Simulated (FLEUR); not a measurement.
# Collinear magnetic orders of MnBe3 with FLEUR, part 2 of 3

Wanted: the moments of MnBe3 and the energy of each order that was tried.

FLEUR MaX-R8.1; LDA (VWN); all-electron FLAPW, Dirac cores, scalar-relativistic bands.

So far, largest spin moment in the muffin-tin sphere (μB): step 2 (start 1: ferro +) 0.903.

### Step 3. Run 2 (antiferro q=(0,0,1/2) +-)

Another pattern of signs weighs the neighbour shells otherwise.

The cell is doubled to 8 atoms to hold this order. The mesh is halved along the doubled vector, so that both cells sample the same points. The k list default-1 (kpts.xml, not shown) is a Γ-centred 8×8×4 mesh.

File inp.xml:

```
<?xml version="1.0" encoding="UTF-8" standalone="no"?>
<fleurInput fleurInputVersion="0.39">
   <comment>
      MnBe3
   </comment>
   <calculationSetup>
      <cutoffs Kmax="3.87" Gmax="11.6" GmaxXC="11.6" numbands="0"/>
      <scfLoop itmax="90" minDistance="0.00002" maxIterBroyd="15" imix="Anderson" alpha="0.05" precondParam="0.7" spinf="2.0" sdNocoIR="T"/>
      <coreElectrons ctail="T" frcor="F" kcrel="0" coretail_lmax="0"/>
      <xcFunctional name="vwn" relativisticCorrections="F"/>
      <magnetism jspins="2"/>
      <soc l_soc="F" theta="0.0" phi="0.0" spav="F"/>
      <expertModes spex="0" secvar="F"/>
      <geometryOptimization l_f="F" forcealpha="1.0" forcemix="BFGS" epsdisp="0.00001" epsforce="0.00001"/>
      <ldaU l_linMix="F" mixParam="0.05" spinf="1.0"/>
   </calculationSetup>
   <cell>
      <bzIntegration valenceElectrons="42.0" mode="hist" fermiSmearingEnergy="0.00110248">
         <kPointListSelection listName="default-1"/>
         <xi:include xmlns:xi="http://www.w3.org/2001/XInclude" href="kpts.xml"> </xi:include>
      </bzIntegration>
      <xi:include xmlns:xi="http://www.w3.org/2001/XInclude" href="sym.xml"> </xi:include>
      <bulkLattice scale="1.0">
         <bravaisMatrix>
            <row-1>    6.1449065826300515     0.0000000000000000     0.0000000000000000</row-1>
            <row-2>    0.0000000000000000     6.1449065826300515     0.0000000000000000</row-2>
            <row-3>    0.0000000000000000     0.0000000000000000    12.2898131652601030</row-3>
         </bravaisMatrix>
      </bulkLattice>
   </cell>
   <atomSpecies>
      <species name="Beryllium (Be)" element="Be" atomicNumber="4">
         <mtSphere radius="2.12" gridPoints="701" logIncrement="0.015"/>
         <atomicCutoffs lmax="8" lnonsphr="6"/>
         <electronConfig flipSpins="F">
            <coreConfig>(1s1/2)</coreConfig>
            <valenceConfig>(2s1/2)</valenceConfig>
         </electronConfig>
         <energyParameters s="2" p="2" d="3" f="4"/>
      </species>
      <species name="Manganese 3.501" element="Mn" atomicNumber="25">
         <mtSphere radius="2.12" gridPoints="701" logIncrement="0.017"/>
         <atomicCutoffs lmax="8" lnonsphr="6"/>
         <electronConfig flipSpins="F">
            <coreConfig>(1s1/2) (2s1/2) (2p1/2) (2p3/2)</coreConfig>
            <valenceConfig>(3s1/2) (3p1/2) (3p3/2) (4s1/2) (3d3/2) (3d5/2)</valenceConfig>
            <stateOccupation state="(3d3/2)" spinUp="1.2505" spinDown="0.7495"/>
            <stateOccupation state="(3d5/2)" spinUp="3.0" spinDown="0.0"/>
         </electronConfig>
         <energyParameters s="4" p="4" d="3" f="4"/>
         <lo type="SCLO" l="0" n="3" eDeriv="0"/>
         <lo type="SCLO" l="1" n="3" eDeriv="0"/>
      </species>
      <species name="Manganese -3.501" element="Mn" atomicNumber="25">
         <mtSphere radius="2.12" gridPoints="701" logIncrement="0.017"/>
         <atomicCutoffs lmax="8" lnonsphr="6"/>
         <electronConfig flipSpins="F">
            <coreConfig>(1s1/2) (2s1/2) (2p1/2) (2p3/2)</coreConfig>
            <valenceConfig>(3s1/2) (3p1/2) (3p3/2) (4s1/2) (3d3/2) (3d5/2)</valenceConfig>
            <stateOccupation state="(3d3/2)" spinUp="0.7495" spinDown="1.2505"/>
            <stateOccupation state="(3d5/2)" spinUp="0.0" spinDown="3.0"/>
         </electronConfig>
         <energyParameters s="4" p="4" d="3" f="4"/>
         <lo type="SCLO" l="0" n="3" eDeriv="0"/>
         <lo type="SCLO" l="1" n="3" eDeriv="0"/>
      </species>
   </atomSpecies>
   <atomGroups>
      <atomGroup species="Beryllium (Be)">
         <relPos label="                   1">.0000000000 1.000/2.000 1.000/4.000</relPos>
         <relPos label="                   2">.0000000000 1.000/2.000 -1.000/4.000</relPos>
         <relPos label="                   3">1.000/2.000 .0000000000 1.000/4.000</relPos>
         <relPos label="                   4">1.000/2.000 .0000000000 -1.000/4.000</relPos>
         <force calculate="T" relaxXYZ="TTT"/>
      </atomGroup>
      <atomGroup species="Beryllium (Be)">
         <relPos label="                   5">1.000/2.000 1.000/2.000 .0000000000</relPos>
         <force calculate="T" relaxXYZ="TTT"/>
      </atomGroup>
      <atomGroup species="Beryllium (Be)">
         <relPos label="                   6">1.000/2.000 1.000/2.000 1.000/2.000</relPos>
         <force calculate="T" relaxXYZ="TTT"/>
      </atomGroup>
      <atomGroup species="Manganese 3.501">
         <relPos label="                   7">.0000000000 .0000000000 .0000000000</relPos>
         <force calculate="T" relaxXYZ="TTT"/>
      </atomGroup>
      <atomGroup species="Manganese -3.501">
         <relPos label="                   8">.0000000000 .0000000000 1.000/2.000</relPos>
         <force calculate="T" relaxXYZ="TTT"/>
      </atomGroup>
   </atomGroups>
   <output dos="F" band="F" slice="F">
      <bandDOS minEnergy="-.5*Htr" maxEnergy="0.5*Htr" sigma="0.015" storeEVData="T"/>
      <plotting iplot="0" polar="F">
         <plot TwoD="T" vec1="  1.0  0.0  0.0" vec2="  0.0  1.0  0.0" vec3="  0.0  0.0  1.0" zero="  0.0  0.0  0.0" file="plot"/>
      </plotting>
      <moessbauerParams electricFieldGradient="F" isomerShift="F" coreHyperfine="F" valenceHyperfine="F"/>
   </output>
</fleurInput>
```

File crystal.txt:

```
MnBe3
&input film=F cartesian=F /
3.25174452670  0.00000000000  0.00000000000
0.00000000000  3.25174452670  0.00000000000
0.00000000000  0.00000000000  6.50348905340
1.8897261246
1.0 1.0 1.0

8
4 0.00000000000  0.50000000000  0.25000000000
4 0.00000000000  0.50000000000  0.75000000000
4 0.50000000000  0.00000000000  0.25000000000
4 0.50000000000  0.00000000000  0.75000000000
4 0.50000000000  0.50000000000  0.00000000000
4 0.50000000000  0.50000000000  0.50000000000
25 0.00000000000  0.00000000000  0.00000000000 : 3.501
25 0.00000000000  0.00000000000  0.50000000000 : -3.501

&kpt div1=8 div2=8 div3=4 gamma=T /
```

Launch:

```console
> OMP_NUM_THREADS=1 inpgen -f crystal.txt > inpgen.log  # inp.xml is then edited as shown
> OMP_NUM_THREADS=1 mpirun -n 4 fleur_MPI > fleur.log
```

The program printed:

```text
[banner, memory and clock lines left out]
Welcome to FLEUR        (www.flapw.de)
      MaX-Release 8.1          (www.max-centre.eu)

 ========== k-point set info ==========
 Selected k-point list: default-1
 k-point list type: mesh
 0 x 0 x 0
 Number of k points: 48

 ------------Calculation Setup---------------------------
 Number of PE/node        :            4
 Number of OMP-threads    :            1
 k-points in parallel     :            4
 pe's per k-point         :            1
 No of k-point loops      :           12
 Eigenvalue solver        :       lapack
 Number of basis functions:          531
 Approximate size of matrices (H+S) per k-point:         0.004 GB
Nuclear radius smaller than smallest radial mesh point for atom type 1 -- skipping its core isomer shift
Nuclear radius smaller than smallest radial mesh point for atom type 2 -- skipping its core isomer shift
Nuclear radius smaller than smallest radial mesh point for atom type 3 -- skipping its core isomer shift
 Iteration:     1   Distance:      24.11735974 me/bohr^3
Nuclear radius smaller than smallest radial mesh point for atom type 1 -- skipping its core isomer shift
Nuclear radius smaller than smallest radial mesh point for atom type 2 -- skipping its core isomer shift
Nuclear radius smaller than smallest radial mesh point for atom type 3 -- skipping its core isomer shift
 Iteration:     2   Distance:      22.80495148 me/bohr^3
Nuclear radius smaller than smallest radial mesh point for atom type 1 -- skipping its core isomer shift
Nuclear radius smaller than smallest radial mesh point for atom type 2 -- skipping its core isomer shift
Nuclear radius smaller than smallest radial mesh point for atom type 3 -- skipping its core isomer shift
 Iteration:     3   Distance:      17.57093737 me/bohr^3
Nuclear radius smaller than smallest radial mesh point for atom type 1 -- skipping its core isomer shift
Nuclear radius smaller than smallest radial mesh point for atom type 2 -- skipping its core isomer shift
Nuclear radius smaller than smallest radial mesh point for atom type 3 -- skipping its core isomer shift
 Iteration:     4   Distance:      26.17153224 me/bohr^3
Nuclear radius smaller than smallest radial mesh point for atom type 1 -- skipping its core isomer shift
Nuclear radius smaller than smallest radial mesh point for atom type 2 -- skipping its core isomer shift
Nuclear radius smaller than smallest radial mesh point for atom type 3 -- skipping its core isomer shift
 Iteration:     5   Distance:       8.21654112 me/bohr^3
Nuclear radius smaller than smallest radial mesh point for atom type 1 -- skipping its core isomer shift
Nuclear radius smaller than smallest radial mesh point for atom type 2 -- skipping its core isomer shift
Nuclear radius smaller than smallest radial mesh point for atom type 3 -- skipping its core isomer shift
 Iteration:     6   Distance:       8.21499965 me/bohr^3
Nuclear radius smaller than smallest radial mesh point for atom type 1 -- skipping its core isomer shift
Nuclear radius smaller than smallest radial mesh point for atom type 2 -- skipping its core isomer shift
Nuclear radius smaller than smallest radial mesh point for atom type 3 -- skipping its core isomer shift
 Iteration:     7   Distance:       6.00969155 me/bohr^3
Nuclear radius smaller than smallest radial mesh point for atom type 1 -- skipping its core isomer shift
Nuclear radius smaller than smallest radial mesh point for atom type 2 -- skipping its core isomer shift
Nuclear radius smaller than smallest radial mesh point for atom type 3 -- skipping its core isomer shift
 Iteration:     8   Distance:       5.91152073 me/bohr^3
Nuclear radius smaller than smallest radial mesh point for atom type 1 -- skipping its core isomer shift
Nuclear radius smaller than smallest radial mesh point for atom type 2 -- skipping its core isomer shift
Nuclear radius smaller than smallest radial mesh point for atom type 3 -- skipping its core isomer shift
 Iteration:     9   Distance:       5.87003431 me/bohr^3
Nuclear radius smaller than smallest radial mesh point for atom type 1 -- skipping its core isomer shift
Nuclear radius smaller than smallest radial mesh point for atom type 2 -- skipping its core isomer shift
Nuclear radius smaller than smallest radial mesh point for atom type 3 -- skipping its core isomer shift
 Iteration:    10   Distance:       3.15544534 me/bohr^3
[... lines left out ...]
 Iteration:    11   Distance:       2.85288318 me/bohr^3
[... lines left out ...]
 Iteration:    12   Distance:       2.67489605 me/bohr^3
[... lines left out ...]
 Iteration:    13   Distance:       0.96118810 me/bohr^3
[... lines left out ...]
 Iteration:    14   Distance:       1.03248875 me/bohr^3
[... lines left out ...]
 Iteration:    15   Distance:       0.36287342 me/bohr^3
[... lines left out ...]
 Iteration:    16   Distance:       0.35253451 me/bohr^3
[... lines left out ...]
 Iteration:    17   Distance:       0.27377897 me/bohr^3
[... lines left out ...]
 Iteration:    18   Distance:       0.18030452 me/bohr^3
[... lines left out ...]
 Iteration:    19   Distance:       0.10262070 me/bohr^3
[... lines left out ...]
Nuclear radius smaller than smallest radial mesh point for atom type 2 -- skipping its core isomer shift
Nuclear radius smaller than smallest radial mesh point for atom type 3 -- skipping its core isomer shift
 Iteration:    20   Distance:       0.10268661 me/bohr^3
Nuclear radius smaller than smallest radial mesh point for atom type 1 -- skipping its core isomer shift
Nuclear radius smaller than smallest radial mesh point for atom type 2 -- skipping its core isomer shift
Nuclear radius smaller than smallest radial mesh point for atom type 3 -- skipping its core isomer shift
 Iteration:    21   Distance:       0.02002513 me/bohr^3
Nuclear radius smaller than smallest radial mesh point for atom type 1 -- skipping its core isomer shift
Nuclear radius smaller than smallest radial mesh point for atom type 2 -- skipping its core isomer shift
Nuclear radius smaller than smallest radial mesh point for atom type 3 -- skipping its core isomer shift
 Iteration:    22   Distance:       0.02375068 me/bohr^3
[... rest left out ...]

--- out.xml (last complete iteration) ---
<iteration numberForCurrentRun="   29" overallNumber="   29">
         [... left out ...]
         <bandgap value="0.0000000023" units="eV"/>
         <sumValenceSingleParticleEnergies value="-22.6837700645" units="Htr"/>
         <FermiEnergy value="0.3049415248" units="Htr"/>
         <valenceDensity>
            <mtCharges spin="1">
               <mtCharge atomType="1" total="0.7712975" s="0.2659089" p="0.4541775" d="0.0422183" f="0.0071537"/>
               <mtCharge atomType="2" total="0.7547928" s="0.2633763" p="0.4387883" d="0.0424390" f="0.0080797"/>
               <mtCharge atomType="3" total="0.7868116" s="0.2682575" p="0.4687765" d="0.0416579" f="0.0065580"/>
               <mtCharge atomType="4" total="7.1370729" s="1.1222892" p="3.1150911" d="2.8957515" f="0.0035554"/>
               <mtCharge atomType="5" total="6.3171527" s="1.1163299" p="3.1112073" d="2.0856035" f="0.0036384"/>
            </mtCharges>
            <mtCharges spin="2">
               <mtCharge atomType="1" total="0.7712975" s="0.2659089" p="0.4541775" d="0.0422183" f="0.0071537"/>
               <mtCharge atomType="2" total="0.7868116" s="0.2682575" p="0.4687765" d="0.0416579" f="0.0065580"/>
               <mtCharge atomType="3" total="0.7547928" s="0.2633763" p="0.4387883" d="0.0424390" f="0.0080797"/>
               <mtCharge atomType="4" total="6.3171527" s="1.1163299" p="3.1112073" d="2.0856035" f="0.0036384"/>
               <mtCharge atomType="5" total="7.1370729" s="1.1222892" p="3.1150911" d="2.8957515" f="0.0035554"/>
            </mtCharges>
            <spinDependentCharge spin="1" total="21.0000000" interstitial="2.9189798" mtSpheres="18.0810202"/>
            <spinDependentCharge spin="2" total="21.0000000" interstitial="2.9189798" mtSpheres="18.0810202"/>
            <totalCharge value="42.0000000000"/>
         </valenceDensity>
         [... left out ...]
         <magneticMomentsInMTSpheres units="muBohr">
            <globalMagMoment atomType="1" vec="0.00000   0.00000   0.00000"/>
            <localMagMoment atomType="1" vec="0.00000   0.00000   0.00000"/>
            <globalMagMoment atomType="2" vec="0.00000   0.00000  -0.03202"/>
            <localMagMoment atomType="2" vec="0.00000   0.00000  -0.03202"/>
            <globalMagMoment atomType="3" vec="0.00000   0.00000   0.03202"/>
            <localMagMoment atomType="3" vec="0.00000   0.00000   0.03202"/>
            <globalMagMoment atomType="4" vec="0.00000   0.00000   0.81992"/>
            <localMagMoment atomType="4" vec="0.00000   0.00000   0.81992"/>
            <globalMagMoment atomType="5" vec="0.00000   0.00000  -0.81992"/>
            <localMagMoment atomType="5" vec="0.00000   0.00000  -0.81992"/>
         </magneticMomentsInMTSpheres>
         [... left out ...]
         <totalEnergy value="    -2400.7845310486" units="Htr">
            <sumOfEigenvalues value="    -1380.3457860145">
               <coreElectrons value="-1357.6620159501"/>
               <valenceElectrons value="-22.6837700645"/>
            </sumOfEigenvalues>
            <densityCoulombPotentialIntegral value="-3653.4995368788"/>
            <densityEffectivePotentialIntegral value="-3807.8844333556"/>
            <chargeDenXCDenIntegral value="-116.7633702796"/>
            <FockExchangeEnergyValence value="0.0000000000"/>
            <FockExchangeEnergyCore value="0.0000000000"/>
         [... left out ...]
            <tkbTimesEntropy value="0.0004451281"/>
            <freeEnergy value="-2400.7849761767"/>
            <extrapolationTo0K value="-2400.7847536126"/>
         </totalEnergy>
         <densityConvergence units="me/bohr^3">
            <chargeDensity spin="1" distance="0.0000107200"/>
            <chargeDensity spin="2" distance="0.0000107379"/>
            <overallChargeDensity distance="0.0000165339"/>
            <spinDensity distance="0.0000136775"/>
         </densityConvergence>
      </iteration>
```

Wall time 75 s (4 MPI ranks of Intel Xeon Platinum 8488C (Sapphire Rapids), shared host); peak memory 0.36 GiB; 5 min of CPU time.

Spin moment in the muffin-tin sphere by atom:

| atom | spin moment in the muffin-tin sphere (μB) |
| --- | --- |
| Be1 | 0.000 |
| Be2 | 0.000 |
| Be3 | 0.000 |
| Be4 | 0.000 |
| Be5 | -0.032 |
| Be6 | 0.032 |
| Mn7 | 0.820 |
| Mn8 | -0.820 |

Numbers from this step:

```yaml
free_energy: -65328.6873 eV
program_s_band_gap_on_this_mesh_in_a_metal_only_a_level_spacing: 2.30e-9 eV
magnetization: 0 μB
final_state: antiferromagnetic
```

It lies 24.8 meV a seeded atom over the first start, and its largest moment is 0.820 μB against 0.903 μB.

(Part 2 of 3 ends here.)

[Logs and program files are shortened in this print: banners, set-up blocks, solver, clock and traceback lines can be left out without a mark of their own.]

[Logs are printed without paths, hosts, clocks, repeated set-up lines and the standing remarks that a program may print on its own settings, such as how far it seeks lower states.]

[Hosts, paths, dates, database ids (printed as entryN), source tags and the programs' standing remarks are cut or masked in the printed files.]

[Where a cell is said to come from a database of computed structures, the database is the Materials Project.]
